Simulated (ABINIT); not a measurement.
# LaBiS2O (P4/nmm): G0W0 with ABINIT, start to end, part 2 of 2

How does a plane-wave GW calculation on LaBiS2O (P4/nmm) run from the first input to the gap?

ABINIT 10.8.3; PBEsol and many-body steps on it, plane waves. Known limits of the many-body steps: not at the basis limit; exchange with frozen shells missing; mesh may overstate the screening; no spin-orbit coupling; coarse k mesh.

So far. Step 2 (Ground state): The gap is direct, at (0.500, 0.000, 0.000). Step 3 (Empty states on the mesh, 4×4×1 mesh, 149 bands): On this mesh the gap is 0.851 eV.

## (4) Screening, 4×4×1 mesh, 137 bands, screening to 81.6 eV

The RPA dielectric matrix is built and inverted for each q.

This step: RPA screening on PBEsol, plane waves, norm-conserving pseudopotentials.

The input, run.abi:

```
acell 3*1.0 Angstrom
rprim 
  4.055497000000 0.000000000000 0.000000000000
  0.000000000000 4.055497000000 0.000000000000
  0.000000000000 0.000000000000 14.173265000000
ntypat 4
znucl 57 83 16 8
natom 10
typat 1 1 2 2 3 3 3 3 4 4
xred 
  0.500000000000 0.000000000000 0.587742000000
  0.000000000000 0.500000000000 0.412258000000
  0.000000000000 0.500000000000 0.867775000000
  0.500000000000 0.000000000000 0.132225000000
  0.500000000000 0.000000000000 0.890020000000
  0.000000000000 0.500000000000 0.109980000000
  0.000000000000 0.500000000000 0.690201000000
  0.500000000000 0.000000000000 0.309799000000
  0.000000000000 0.000000000000 0.500000000000
  0.500000000000 0.500000000000 0.500000000000
pp_dirpath "pseudos"
pseudos "La.upf, Bi.upf, S.upf, O.upf"
ecut 50
ngkpt 4 4 1
nshiftk 1
shiftk 0 0 0
kptopt 1
chksymbreak 0
istwfk *1
occopt 1
irdwfk 1
optdriver 3
nband 137
ecuteps 3
inclvkb 2
awtr 1
symchi 1
indata_prefix "in"
outdata_prefix "out"
tmpdata_prefix "tmp"
```

Launch:

```
$ OMP_NUM_THREADS=1 mpirun -n 4 abinit run.abi > log
```

Numbers of over 12 decimals in the logs are rounded to 6 here.

Output:

```text
.Version 10.8.3 of ABINIT. v10.8.2 released Aug 2026.

 Symmetries : space group P4/n m m (#129); Bravais tP (primitive tetrag.)
[... echo of the input left out ...]
== DATASET  1 ==================================================================
-   mpi_nproc: 4, omp_nthreads: 1 (-1 if OMP is not activated)

--- !DatasetInfo
iteration_state: {dtset: 1, }
dimensions: {natom: 10, nkpt: 6, mband: 137, nsppol: 1, nspinor: 1, nspden: 1, mpw: 26636, }
cutoff_energies: {ecut:  50.0, pawecutdg:  -1.0, }
electrons: {nelect:   8.80000000E+01, charge:   0.00000000E+00, occopt:   1.00000000E+00, tsmear:   1.00000000E-02, }

 SCREENING: Calculation of the susceptibility and dielectric matrices

 Based on a program developped by R.W. Godby, V. Olevano, G. Onida, and L. Reining.
 Incorporated in ABINIT by V. Olevano, G.-M. Rignanese, and M. Torrent.
.Using double precision arithmetic ; gwpc =  8

[... cell and pseudopotentials left out ...]
--------------------------------------------------------------------------------

 ==== K-mesh for the wavefunctions ====
 Number of points in the irreducible wedge :     6
[... list of points left out ...]
 Together with 16 symmetry operations and time-reversal symmetry
 yields    16 points in the full Brillouin Zone.

 ==== Q-mesh for the screening function ====
 Number of points in the irreducible wedge :     6
[... list of points left out ...]
 Together with 16 symmetry operations and time-reversal symmetry
 yields    16 points in the full Brillouin Zone.

 setmesh: FFT mesh size selected  =    32x   32x  108
          total number of points  =       110592

 vcoul_init : cutoff-mode = AUXILIARY_FUNCTION
 q-points for optical limit:   1
     1)      0.000010    0.000020    0.000030

- screening: taking advantage of time-reversal symmetry
- Maximum band index for partially occupied states nbvw = 44
- Remaining bands to be divided among processors   nbcw = 93
- Number of bands treated by each node ~23

 Number of electrons calculated from density =   88.0000; Expected =   88.0000
 average of density, n =  0.055941
 r_s =    1.6220
 omega_plasma =   22.8150 [eV]

 calculating chi0 at frequencies [eV] :
  1    0.000000E+00    0.000000E+00
  2    0.000000E+00    2.281495E+01

--------------------------------------------------------------------------------
  q-point number  1        q = ( 0.000000, 0.000000, 0.000000) [r.l.u.]
--------------------------------------------------------------------------------
[... chi0 elements left out ...]
 For q-point:  0.000010 0.000020 0.000030
  dielectric constant =  25.1133
  dielectric constant without local fields =  27.4264

  Average fulfillment of the sum rule on Im[epsilon] for q-point    1 :     56.61  [%]
[... wings left out ...]
  q-point number  2        q = ( 0.250000, 0.000000, 0.000000) [r.l.u.]
--------------------------------------------------------------------------------
[... chi0 elements left out ...]
  Average fulfillment of the sum rule on Im[epsilon] for q-point    2 :     58.63  [%]

 [... 4 further q-points ...]
```

The job ended after 5.5 min (4 MPI ranks of Arm Neoverse V2, shared host; peak memory 5.9 GiB; 22 min of CPU time).

This step gave:

```
ε∞ with local fields, on this mesh, along the program's q direction : 25.11
the same without local fields                                       : 27.43
plasma frequency                                                    : 22.82 eV
plane waves in the screening matrix                                 : 365
```

Local fields lower ε∞ by 8 %. On a Γ-centred mesh this coarse the value itself is usually too large, while a short band sum pulls it down.

## (5) Self-energy, 4×4×1 mesh, 137 bands, screening to 81.6 eV

The self-energy is evaluated for the states that the input lists, and the levels follow from it, in one-shot runs by the linearised quasiparticle equation.

This step: G0W0 on PBEsol, plane waves, norm-conserving pseudopotentials.

Changes to run.abi since step 4:

```diff
@@ -31,8 +31,17 @@
 irdwfk 1
-optdriver 3
+optdriver 4
 nband 137
+gwcalctyp 0
+ecutsigx 50
+symsigma 1
+nkptgw 2
+kptgw 
+  0.5000000000 0.0000000000 0.0000000000
+  0.0000000000 0.0000000000 0.0000000000
+bdgw 
+  43 46
+  43 46
 ecuteps 3
-inclvkb 2
-awtr 1
-symchi 1
+irdscr 1
+ppmodel 1
 indata_prefix "in"
```

Output:

```text
.Version 10.8.3 of ABINIT. v10.8.2 released Aug 2026.

 Symmetries : space group P4/n m m (#129); Bravais tP (primitive tetrag.)
[... echo of the input left out ...]
== DATASET  1 ==================================================================
-   mpi_nproc: 4, omp_nthreads: 1 (-1 if OMP is not activated)

--- !DatasetInfo
iteration_state: {dtset: 1, }
dimensions: {natom: 10, nkpt: 6, mband: 137, nsppol: 1, nspinor: 1, nspden: 1, mpw: 26636, }
cutoff_energies: {ecut:  50.0, pawecutdg:  -1.0, }
electrons: {nelect:   8.80000000E+01, charge:   0.00000000E+00, occopt:   1.00000000E+00, tsmear:   1.00000000E-02, }

 SIGMA: Calculation of the GW corrections

 Based on a program developped by R.W. Godby, V. Olevano, G. Onida, and L. Reining.
 Incorporated in ABINIT by V. Olevano, G.-M. Rignanese, and M. Torrent.
.Using double precision arithmetic ; gwpc =  8

[... cell and pseudopotentials left out ...]
--------------------------------------------------------------------------------

 ==== K-mesh for the wavefunctions ====
 Number of points in the irreducible wedge :     6
[... list of points left out ...]
 Together with 16 symmetry operations and time-reversal symmetry
 yields    16 points in the full Brillouin Zone.

 ==== Q-mesh for screening function ====
 Number of points in the irreducible wedge :     6
[... list of points left out ...]
 Together with 16 symmetry operations and time-reversal symmetry
 yields    16 points in the full Brillouin Zone.

 vcoul_init : cutoff-mode = AUXILIARY_FUNCTION
 q-points for optical limit:   1
     1)      0.000010    0.000020    0.000030
 setmesh: FFT mesh size selected  =    50x   50x  180
          total number of points  =       450000

 Number of electrons calculated from density =   88.0000; Expected =   88.0000
 average of density, n =  0.055941
 r_s =    1.6220
 omega_plasma =   22.8150 [eV]

 === KS Band Gaps ===
  >>>> For spin  1
   Minimum direct gap =   0.8509 [eV], located at k-point      :   0.5000  0.0000  0.0000
   Fundamental gap    =   0.8509 [eV], Top of valence bands at :   0.5000  0.0000  0.0000
                                       Bottom of conduction at :   0.5000  0.0000  0.0000
 SIGMA fundamental parameters:
 PLASMON POLE MODEL  1
 number of plane-waves for SigmaX                26549
 number of plane-waves for SigmaC and W            365
 number of plane-waves for wavefunctions         26549
 number of bands                                   137
 number of independent spin polarizations            1
 number of spinorial components                      1
 number of k-points in IBZ                           6
 number of q-points in IBZ                           6
 number of symmetry operations                      16
 number of k-points in BZ                           16
 number of q-points in BZ                           16
 number of frequencies for dSigma/dE                 9
 frequency step for dSigma/dE [eV]                0.25
 number of omega for Sigma on real axis              0
 max omega for Sigma on real axis  [eV]           0.00
 zcut for avoiding poles [eV]                     0.10

 EPSILON^-1 parameters (SCR file):
 dimension of the eps^-1 matrix on file            365
 dimension of the eps^-1 matrix used               365
 number of plane-waves for wavefunctions         26549
 number of bands                                   137
 number of q-points in IBZ                           6
 number of frequencies                               2
 number of real frequencies                          1
 number of imag frequencies                          1

 matrix elements of self-energy operator (all in [eV])

 Perturbative Calculation

--- !SelfEnergy_ee
iteration_state: {dtset: 1, }
kpoint     : [   0.500,    0.000,    0.000, ]
spin       : 1
KS_gap     :    0.851
QP_gap     :    1.000
Delta_QP_KS:    0.149
data: !SigmaeeData |
     Band     E0 <VxcDFT>   SigX SigC(E0)      Z dSigC/dE  Sig(E)    E-E0       E
       43   4.386 -13.203 -14.865   1.944   0.781  -0.280 -12.983   0.221   4.607
       44   4.386 -13.203 -14.865   1.944   0.781  -0.280 -12.983   0.221   4.607
       45   5.237 -11.361  -8.791  -2.107   0.799  -0.252 -10.991   0.370   5.607
       46   5.237 -11.361  -8.791  -2.107   0.799  -0.252 -10.991   0.370   5.607

--- !SelfEnergy_ee
iteration_state: {dtset: 1, }
kpoint     : [   0.000,    0.000,    0.000, ]
spin       : 1
KS_gap     :    3.422
QP_gap     :    5.311
Delta_QP_KS:    1.889
data: !SigmaeeData |
     Band     E0 <VxcDFT>   SigX SigC(E0)      Z dSigC/dE  Sig(E)    E-E0       E
       43   4.372 -14.620 -18.122   3.615   0.762  -0.313 -14.534   0.087   4.459
       44   4.372 -14.620 -18.122   3.615   0.762  -0.313 -14.534   0.087   4.459
       45   7.794 -11.741  -4.681  -4.542   0.785  -0.274  -9.765   1.976   9.770
       46   8.068 -12.287  -8.035  -3.059   0.792  -0.263 -11.342   0.945   9.013

== END DATASET(S) ==============================================================
================================================================================

 -outvars: echo values of variables after computation  --------
           etotal      0.0000000000E+00
            nband         137
             nkpt           6
          spgroup         129
 [... the other variables as echoed above ...]

 Calculation completed.
```

Elapsed: 26 s, on 4 MPI ranks; peak memory 3.5 GiB.

Numbers from this step:

| Quantity | Value |
| --- | --- |
| G0W0 gap on the points computed | 1 eV |
| starting gap on the mesh | 0.8512 eV |
| k of the valence top | 0.5, 0, 0 |
| k of the conduction bottom | 0.5, 0, 0 |
| Z at the valence top | 0.781 |
| Z at the conduction bottom | 0.799 |
| least direct G0W0 gap on the computed points | 1 eV |

The gap on the mesh goes from 0.85 eV to 1.00 eV, a correction of +0.15 eV.

Limits: finite bands, cutoff and mesh; exchange with frozen shells missing; no spin-orbit coupling; coarse k mesh. v1 is the top filled band, c1 the lowest empty one. The levels before and after the correction (eV, zero at the valence-band top of each column):

|  | conduction bottom | valence top |
| --- | --- | --- |
| Kohn-Sham | 0.85 | 0.00 |
| G0W0 | 1.00 | 0.00 |

|  | level | energy (eV) |
| --- | --- | --- |
| Kohn-Sham | (0.5 0 0) v2-v1 | 0.000 |
| Kohn-Sham | (0.5 0 0) c1-c2 | 0.851 |
| G0W0 | (0.5 0 0) v2-v1 | 0.000 |
| G0W0 | (0.5 0 0) c1-c2 | 1.000 |

## (6) Where the time went

Times are wall times on 4 MPI ranks of Arm Neoverse V2, shared host, good to a factor of about two.

| step | time | share | memory (GiB) |
| --- | --- | --- | --- |
| ground state | 6 min | 34 % | 0.95 |
| empty states on the mesh | 5.9 min | 33 % | 0.88 |
| screening | 5.5 min | 31 % | 5.9 |
| self-energy | 26 s | 2 % | 3.5 |

## (7) What came out

```yaml
pbesol_gap: 0.85 eV, direct
g0w0_gap_on_the_mesh: 1.00 eV
gw_settings: 4×4×1 mesh, 137 bands, screening to 81.6 eV, Godby-Needs plasmon pole
known_limits: not at the basis limit; exchange with frozen shells missing; mesh may overstate the screening; no spin-orbit coupling; coarse k mesh
```

In words: G0W0 moves the gap on the mesh from 0.85 eV to 1.00 eV (+0.15 eV), with Z of 0.78 and 0.80 at the edges. Local fields lower the RPA ε∞ on this mesh from 27.43 to 25.11; a Γ-centred mesh this coarse tends to raise both, most where the direct gap is narrow, while a short band sum lowers them. Only 2 of the mesh's irreducible points were corrected, so a valley elsewhere could overtake. Bands and cutoff are finite, so the gap is not at the basis limit. The miss can reach some tenths of an eV and take either sign; the mesh is an error of its own. In the G0W0 run levels were corrected at 2 k points alone, so a gap called «on the mesh» is the least over those, and an edge elsewhere would be missed. The 4×4×1 mesh is coarse for this cell, which bears on the long-range parts of exchange and screening. Where an edge is built on 6p states of lead, bismuth or thallium, scalar-relativistic gaps usually stand too wide, by a few tenths to over one eV. The norm-conserving file of at least one element keeps a d shell over frozen s and p shells of the same row. Exchange with those shells is missing from the self-energy, an error of 0.3 to 0.9 eV in cases checked, whose sign depends on which edge lies on those atoms. The RPA ε∞ on this mesh reaches over 25; with a narrow direct gap a coarse mesh can overstate it, and the correction is then too small. The many-body steps are scalar-relativistic: spin-orbit coupling is not in them.

[Paths, hosts, dates, memory and timing lines, banners, echoed tables and standing remarks are left out of the program output.]

[Logs are printed without paths, hosts, clocks, repeated set-up lines and the standing remarks that a program may print on its own settings, such as how far it seeks lower states.]

[Runs of the session that timed out or met a known fault of the program may be left out.]

[Hosts, paths, dates, database ids (printed as entryN), source tags and the programs' standing remarks are cut or masked in the printed files.]

[G0W0 gaps are taken among the corrected bands and points alone; a level outside them can change the order at an edge.]

[Where Ansatz stands beside ABINIT at settings called matched, ABINIT's density can come from a denser mesh and the files from another edition; pairs whose starting gaps differed by over 0.03 eV were left out, so agreement reads better than it is.]
